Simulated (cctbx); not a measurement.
# Absolute structure of Eu2Co2PbO6

Space group P1 (no. 1), a = 5.6200 Å, b = 5.7710 Å, c = 5.8080 Å, α = 65.14°, β = 86.58°, γ = 69.67°.

| atom | mult. | x | y | z | Ueq (Å²) |
| --- | --- | --- | --- | --- | --- |
| Pb1 | 1 | 0.2934 | 0.5633 | 0.2251 | 0.0064 |
| Eu1 | 1 | 0.5748 | 0.7252 | 0.6582 | 0.0100 |
| Eu2 | 1 | 0.9101 | 0.2150 | 0.4067 | 0.0063 |
| Co1 | 1 | 0.7350 | 0.9723 | 0.0473 | 0.0177 |
| Co2 | 1 | 0.2101 | 0.3550 | 0.8419 | 0.0079 |
| O1 | 1 | 0.4619 | 0.1918 | 0.1530 | 0.0173 |
| O2 | 1 | 0.4458 | 0.2909 | 0.6181 | 0.0139 |
| O3 | 1 | 0.9742 | 0.7324 | 0.3583 | 0.0158 |
| O4 | 1 | 0.9193 | 0.2363 | 0.8670 | 0.0169 |
| O5 | 1 | 0.5772 | 0.7160 | 0.1123 | 0.0183 |
| O6 | 1 | 0.0860 | 0.6744 | 0.8685 | 0.0185 |

The model is made up (kin elements in a known structure type, no relaxation), so it says nothing on whether the phase exists.

Data sets are simulated with cctbx and refined with Bijvoet mates kept apart; Flack x is then fitted as the share of an inverted twin with the atoms fixed, Hooft y from the Bijvoet differences. The group has rotations alone, so the crystal has a hand.

Untwinned crystal. What Flack and Hooft values should come out?

```csv
λ (Å),extinction (unmodelled),d min (Å),top counts,error (%),model,R1,Flack x,s.u.,Hooft y,s.u.,pairs
0.71073,0,0.77,20000,4,as given,0.0199,-0.005,0.005,-0.008,0.006,605
0.71073,0,0.77,20000,4,inverted,0.0935,0.948,0.01,1.067,0.007,605
1.54184,0.1,0.83,40000,3,as given,0.0144,-0.002,0.0012,-0.001,0.003,486
```

With Mo Kα, x is within 3 s.u. of 0, so the hand is right. With Cu Kα, x is within 3 s.u. of 0, so the hand is right. Inverting the model turns x into about 1 − x.

[Logs are printed without paths, hosts, clocks, repeated set-up lines and the standing remarks that a program may print on its own settings, such as how far it seeks lower states.]
